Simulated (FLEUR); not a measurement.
# free Ni(001) film, 1 layer: which magnetic order is lowest, part 2 of 2

Does free Ni(001) film, 1 layer prefer parallel or opposed moments?

FLEUR MaX-R8.1; LDA (VWN); all-electron FLAPW film, Dirac cores, scalar-relativistic bands.

So far. Step 2 (Start 1: ferro +): After 24 cycles the largest moment stands at 0.975 μB. Step 3 (Start 2: antiferro q=(1/2,1/2,0) +-): It lies 119 meV a seeded atom over the first start.

## (4) Order 3, typed as no spin polarisation

Without spin polarisation no moment can form, so the difference from the other runs is what forming moments gains.

The k list default-1 (kpts.xml, not shown) is a Γ-centred 16×16×1 mesh.

File inp.xml:

```
<?xml version="1.0" encoding="UTF-8" standalone="no"?>
<fleurInput fleurInputVersion="0.39">
   <comment>
      Ni
   </comment>
   <calculationSetup>
      <cutoffs Kmax="3.66" Gmax="11.0" GmaxXC="11.0" numbands="0"/>
      <scfLoop itmax="120" minDistance="0.00002" maxIterBroyd="15" imix="Anderson" alpha="0.03" precondParam="0.0" spinf="2.0" sdNocoIR="T"/>
      <coreElectrons ctail="T" frcor="F" kcrel="1" coretail_lmax="0"/>
      <xcFunctional name="vwn" relativisticCorrections="F"/>
      <magnetism jspins="1"/>
      <soc l_soc="F" theta="0.0" phi="0.0" spav="F"/>
      <expertModes spex="0" secvar="F"/>
      <geometryOptimization l_f="F" forcealpha="1.0" forcemix="BFGS" epsdisp="0.00001" epsforce="0.00001"/>
      <ldaU l_linMix="F" mixParam="0.05" spinf="1.0"/>
   </calculationSetup>
   <cell>
      <bzIntegration valenceElectrons="18.0" mode="hist" fermiSmearingEnergy="0.00183747">
         <kPointListSelection listName="default-1"/>
         <xi:include xmlns:xi="http://www.w3.org/2001/XInclude" href="kpts.xml"> </xi:include>
      </bzIntegration>
      <xi:include xmlns:xi="http://www.w3.org/2001/XInclude" href="sym.xml"> </xi:include>
      <filmLattice scale="1.0" dVac="5.28" dTilda="7.78">
         <bravaisMatrixFilm>
            <row-1>    4.7086305846658192     0.0000000000000000</row-1>
            <row-2>    0.0000000000000000     4.7086305846658192</row-2>
         </bravaisMatrixFilm>
         <vacuumEnergyParameters vacuum="1" spinUp="-.25" spinDown="-.25"/>
      </filmLattice>
   </cell>
   <atomSpecies>
      <species name="Nickel (Ni)" element="Ni" atomicNumber="28">
         <mtSphere radius="2.24" gridPoints="741" logIncrement="0.016"/>
         <atomicCutoffs lmax="8" lnonsphr="6"/>
         <electronConfig flipSpins="F">
            <coreConfig>(1s1/2) (2s1/2) (2p1/2) (2p3/2)</coreConfig>
            <valenceConfig>(3s1/2) (3p1/2) (3p3/2) (4s1/2) (3d3/2) (3d5/2)</valenceConfig>
            <stateOccupation state="(3d3/2)" spinUp="1.600000" spinDown="1.600000"/>
            <stateOccupation state="(3d5/2)" spinUp="2.400000" spinDown="2.400000"/>
         </electronConfig>
         <energyParameters s="4" p="4" d="3" f="4"/>
         <lo type="SCLO" l="0" n="3" eDeriv="0"/>
         <lo type="SCLO" l="1" n="3" eDeriv="0"/>
      </species>
   </atomSpecies>
   <atomGroups>
      <atomGroup species="Nickel (Ni)">
         <filmPos label="                   1">.0000000000 .0000000000 .0000000000</filmPos>
         <force calculate="T" relaxXYZ="TTT"/>
      </atomGroup>
   </atomGroups>
   <output dos="F" band="F" slice="F">
      <bandDOS minEnergy="-.5*Htr" maxEnergy="0.5*Htr" sigma="0.015" storeEVData="T"/>
      <plotting iplot="0" polar="F">
         <plot TwoD="T" vec1="  1.0  0.0  0.0" vec2="  0.0  1.0  0.0" vec3="  0.0  0.0  1.0" zero="  0.0  0.0 -0.5" file="plot"/>
      </plotting>
      <moessbauerParams electricFieldGradient="F" isomerShift="T" coreHyperfine="T" valenceHyperfine="T"/>
   </output>
</fleurInput>
```

File crystal.txt:

```
Ni
&input film=T cartesian=F /
2.49170000000  0.00000000000  0.00000000000
0.00000000000  2.49170000000  0.00000000000
0.00000000000  0.00000000000  1.00000000000
1.8897261246
1.0 1.0 1.0

1
28 0.00000000000  0.00000000000  0.00000000000

&kpt div1=16 div2=16 div3=1 gamma=T /
```

Launch:

```
OMP_NUM_THREADS=1 inpgen -f crystal.txt > inpgen.log  # inp.xml is then edited as shown
OMP_NUM_THREADS=1 mpirun -n 4 fleur_MPI > fleur.log
```

The log of the run:

```text
[banner, memory and clock lines left out]
Welcome to FLEUR        (www.flapw.de)
      MaX-Release 8.1          (www.max-centre.eu)

 ========== k-point set info ==========
 Selected k-point list: default-1
 k-point list type: mesh
 0 x 0 x 0
 Number of k points: 48

 [... set-up left out ...]
 Iteration:     1   Distance:      31.21067343 me/bohr^3
 [... lines of the core solver left out ...]
 Iteration:     2   Distance:      25.53630802 me/bohr^3
 [... lines of the core solver left out ...]
 Iteration:     3   Distance:      10.75404741 me/bohr^3
[...]
<FermiEnergy value="-0.2088277076" units="Htr"/>
         [... left out ...]
         <totalEnergy value="    -1518.3147279860" units="Htr">
            <sumOfEigenvalues value="     -884.3877493660">
               <coreElectrons value="-859.0468856410"/>
               <valenceElectrons value="-25.3408637250"/>
            </sumOfEigenvalues>
         [... left out ...]
            <freeEnergy value="-1518.3165429507"/>
            <extrapolationTo0K value="-1518.3156354683"/>
         </totalEnergy>
         <densityConvergence units="me/bohr^3">
            <chargeDensity spin="1" distance="0.0000157271"/>
         </densityConvergence>
      </iteration>
```

Run time: 5.7 s. Hardware: 4 MPI ranks of Arm Neoverse V1, shared host; peak memory 0.16 GiB; 23 s of CPU time.

This step gave:

```yaml
free_energy: -41315.4979 eV
program_s_band_gap_on_this_mesh_in_a_metal_only_a_level_spacing: 0.003532 eV
final_state: non-magnetic (no spin polarisation)
```

It lies 119 meV a seeded atom over the first start.

## (5) Ranking

Free energies are divided by the number of seeded atoms, so that cells of unlike size compare. Wavevectors q in the names are fractions of the primitive cell's reciprocal vectors.

Orders:

```
                     start    final state  typed order kept  energy over the lowest (meV a seeded atom)  largest sphere moment (μB)  net moment (μB a primitive cell)  mesh matched  CPU time (s)
                   ferro +  ferromagnetic               yes                                           0                      0.9754                            0.9487           yes         47.89
antiferro q=(1/2,1/2,0) +-   non-magnetic                no                                       119.5                           0                                 0           yes         215.4
      no spin polarisation   non-magnetic                 -                                       119.5                           0                                 0           yes         22.55
```

## (6) Spin–orbit coupling, moments along z

Spin–orbit coupling ties the spins to the lattice and lets orbital moments form.

A new self-consistent run of the start ferro +, with the moments along z.

File inp.xml:

```
<?xml version="1.0" encoding="UTF-8" standalone="no"?>
<fleurInput fleurInputVersion="0.39">
   <comment>
      Ni
   </comment>
   <calculationSetup>
      <cutoffs Kmax="3.66" Gmax="11.0" GmaxXC="11.0" numbands="38"/>
      <scfLoop itmax="120" minDistance="0.00002" maxIterBroyd="15" imix="Anderson" alpha="0.03" precondParam="0.0" spinf="2.0" sdNocoIR="T"/>
      <coreElectrons ctail="T" frcor="F" kcrel="1" coretail_lmax="0"/>
      <xcFunctional name="vwn" relativisticCorrections="F"/>
      <magnetism jspins="2"/>
      <soc l_soc="T" theta="0.0" phi="0.0" spav="F"/>
      <expertModes spex="0" secvar="F"/>
      <geometryOptimization l_f="F" forcealpha="1.0" forcemix="BFGS" epsdisp="0.00001" epsforce="0.00001"/>
      <ldaU l_linMix="F" mixParam="0.05" spinf="1.0"/>
   </calculationSetup>
   <cell>
      <bzIntegration valenceElectrons="18.0" mode="hist" fermiSmearingEnergy="0.00183747">
         <kPointListSelection listName="default-1"/>
         <xi:include xmlns:xi="http://www.w3.org/2001/XInclude" href="kpts.xml"> </xi:include>
      </bzIntegration>
      <xi:include xmlns:xi="http://www.w3.org/2001/XInclude" href="sym.xml"> </xi:include>
      <filmLattice scale="1.0" dVac="5.28" dTilda="7.78">
         <bravaisMatrixFilm>
            <row-1>    4.7086305846658192     0.0000000000000000</row-1>
            <row-2>    0.0000000000000000     4.7086305846658192</row-2>
         </bravaisMatrixFilm>
         <vacuumEnergyParameters vacuum="1" spinUp="-.25" spinDown="-.25"/>
      </filmLattice>
   </cell>
   <atomSpecies>
      <species name="Nickel (Ni1.000" element="Ni" atomicNumber="28">
         <mtSphere radius="2.24" gridPoints="741" logIncrement="0.016"/>
         <atomicCutoffs lmax="8" lnonsphr="6"/>
         <electronConfig flipSpins="F">
            <coreConfig>(1s1/2) (2s1/2) (2p1/2) (2p3/2)</coreConfig>
            <valenceConfig>(3s1/2) (3p1/2) (3p3/2) (4s1/2) (3d3/2) (3d5/2)</valenceConfig>
            <stateOccupation state="(3d3/2)" spinUp="1.6" spinDown="1.6"/>
            <stateOccupation state="(3d5/2)" spinUp="2.9" spinDown="1.9"/>
         </electronConfig>
         <energyParameters s="4" p="4" d="3" f="4"/>
         <lo type="SCLO" l="0" n="3" eDeriv="0"/>
         <lo type="SCLO" l="1" n="3" eDeriv="0"/>
      </species>
   </atomSpecies>
   <atomGroups>
      <atomGroup species="Nickel (Ni1.000">
         <filmPos label="                   1">.0000000000 .0000000000 .0000000000</filmPos>
         <force calculate="T" relaxXYZ="TTT"/>
      </atomGroup>
   </atomGroups>
   <output dos="F" band="F" slice="F">
      <bandDOS minEnergy="-.5*Htr" maxEnergy="0.5*Htr" sigma="0.015" storeEVData="T"/>
      <plotting iplot="0" polar="F">
         <plot TwoD="T" vec1="  1.0  0.0  0.0" vec2="  0.0  1.0  0.0" vec3="  0.0  0.0  1.0" zero="  0.0  0.0 -0.5" file="plot"/>
      </plotting>
      <moessbauerParams electricFieldGradient="F" isomerShift="T" coreHyperfine="T" valenceHyperfine="T"/>
   </output>
</fleurInput>
```

File crystal.txt:

```
Ni
&input film=T cartesian=F /
2.49170000000  0.00000000000  0.00000000000
0.00000000000  2.49170000000  0.00000000000
0.00000000000  0.00000000000  1.00000000000
1.8897261246
1.0 1.0 1.0

1
28 0.00000000000  0.00000000000  0.00000000000 : 1.000

&soc 0.0000000 0.0000000 /
&kpt div1=16 div2=16 div3=1 gamma=T /
```

The log of the run:

```text
[banner, memory and clock lines left out]
Welcome to FLEUR        (www.flapw.de)
      MaX-Release 8.1          (www.max-centre.eu)

 ========== k-point set info ==========
 Selected k-point list: default-1
 k-point list type: mesh
 0 x 0 x 0
 Number of k points: 68

 [... set-up left out ...]
 Iteration:     1   Distance:      26.50013800 me/bohr^3
 [... lines of the core solver left out ...]
 Iteration:     2   Distance:      21.54043223 me/bohr^3
 [... lines of the core solver left out ...]
 Iteration:     3   Distance:       8.29093587 me/bohr^3
 [... lines of the core solver left out ...]
 Iteration:     4   Distance:       7.69646509 me/bohr^3
 [... lines of the core solver left out ...]
 Iteration:     5   Distance:       4.40310699 me/bohr^3
 [... lines of the core solver left out ...]
 Iteration:     6   Distance:       3.12451952 me/bohr^3
 [... lines of the core solver left out ...]
 Iteration:     7   Distance:       1.33030628 me/bohr^3
 [... lines of the core solver left out ...]
 Iteration:     8   Distance:       0.79170718 me/bohr^3
 [... lines of the core solver left out ...]
 Iteration:     9   Distance:       0.26272096 me/bohr^3
 [... lines of the core solver left out ...]
 Iteration:    10   Distance:       0.21067532 me/bohr^3
 [... lines of the core solver left out ...]
 Iteration:    11   Distance:       0.07064950 me/bohr^3
 [... lines of the core solver left out ...]
 Iteration:    12   Distance:       0.04240321 me/bohr^3
 [... lines of the core solver left out ...]
 Iteration:    13   Distance:       0.01390059 me/bohr^3
 [... lines of the core solver left out ...]
[... rest left out ...]

--- out.xml (last complete iteration) ---
<iteration numberForCurrentRun="   22" overallNumber="   22">
         [... left out ...]
         <bandgap value="0.0000000000" units="eV"/>
         <sumValenceSingleParticleEnergies value="-25.4490610017" units="Htr"/>
         <FermiEnergy value="-0.2023684068" units="Htr"/>
         [... left out ...]
         <magneticMomentsInMTSpheres units="muBohr">
            <globalMagMoment atomType="1" vec="0.00000   0.00000   0.96834"/>
         </magneticMomentsInMTSpheres>
         <orbitalMomentsInMTSpheres units="muBohr">
            <globalMagMoment atomType="1" vec="0.00000   0.00000   0.11055"/>
         </orbitalMomentsInMTSpheres>
         [... left out ...]
         <totalEnergy value="    -1518.3208296963" units="Htr">
            <sumOfEigenvalues value="     -884.5566960902">
               <coreElectrons value="-859.1076350886"/>
               <valenceElectrons value="-25.4490610017"/>
            </sumOfEigenvalues>
         [... left out ...]
            <freeEnergy value="-1518.3218403797"/>
            <extrapolationTo0K value="-1518.3213350380"/>
         </totalEnergy>
         <densityConvergence units="me/bohr^3">
            <chargeDensity spin="1" distance="0.0000046212"/>
            <chargeDensity spin="2" distance="0.0000074278"/>
            <overallChargeDensity distance="0.0000113020"/>
            <spinDensity distance="0.0000050318"/>
         </densityConvergence>
      </iteration>
```

Wall time 19 s (4 MPI ranks); peak memory 0.23 GiB.

This step gave:

- free energy: -41315.6420 eV
- program's band gap on this mesh (in a metal only a level spacing): 0 eV
- magnetization: 0.9422 μB
- final state: ferromagnetic
- largest moment: 0.9683 μB
- orbital moment along the spin: 0.1105 μB

Orbital moment in the sphere, along the spin axis by atom:

| atom | orbital moment in the sphere, along the spin axis (μB) |
| --- | --- |
| Ni1 | 0.111 |

Fields along z, the direction of positive moments; semicore shells count as valence. Hyperfine fields at the nuclei:

```
atom  core contact (T)  valence contact (T)  dipolar (T)  orbital (T)  sum (T)  density at the nucleus (e/bohr³)
 Ni1             -26.8                22.03       -2.057        9.633    2.807                             19585
```

## (7) Outcome

```yaml
lowest_state_found: ferromagnetic (typed ferro +)
largest_site_spin_moment: 0.975 μB
next_finished_state: non-magnetic, 119 meV a seeded atom higher
energy_gained_by_spin_polarisation: 119 meV a seeded atom
hyperfine_field_at_ni1_along_its_moment: 2.81 T
orbital_moment_on_the_atom_of_largest_spin_along_its_spin_spin_orbit_run: 0.111 μB
```

**Reading.** The lowest state found is ferromagnetic, reached from the start ferro +, with moments up to 0.975 μB. 1 start left the typed pattern (a sign turned, or a seeded moment died or shrank under 0.15 μB), so such an energy belongs to the state reached, not the one typed. At Ni1 the core shells give -26.8 T and the valence and semicore s states 22.0 T along the moment, -4.93 T per μB together; orbital and dipolar parts add 7.6 T. Semilocal functionals tend to give too weak a core polarisation. The orbital moment is parallel to the spin, as Hund's third rule has it for a shell over half filled. This is the lowest of 3 finished starts, no proof of the ground state.

[Logs and program files are shortened in this print: banners, set-up blocks, solver, clock and traceback lines can be left out without a mark of their own.]

[Logs are printed without paths, hosts, clocks, repeated set-up lines and the standing remarks that a program may print on its own settings, such as how far it seeks lower states.]

[Hosts, paths, dates, database ids (printed as entryN), source tags and the programs' standing remarks are cut or masked in the printed files.]

[Where a cell is said to come from a database of computed structures, the database is the Materials Project.]
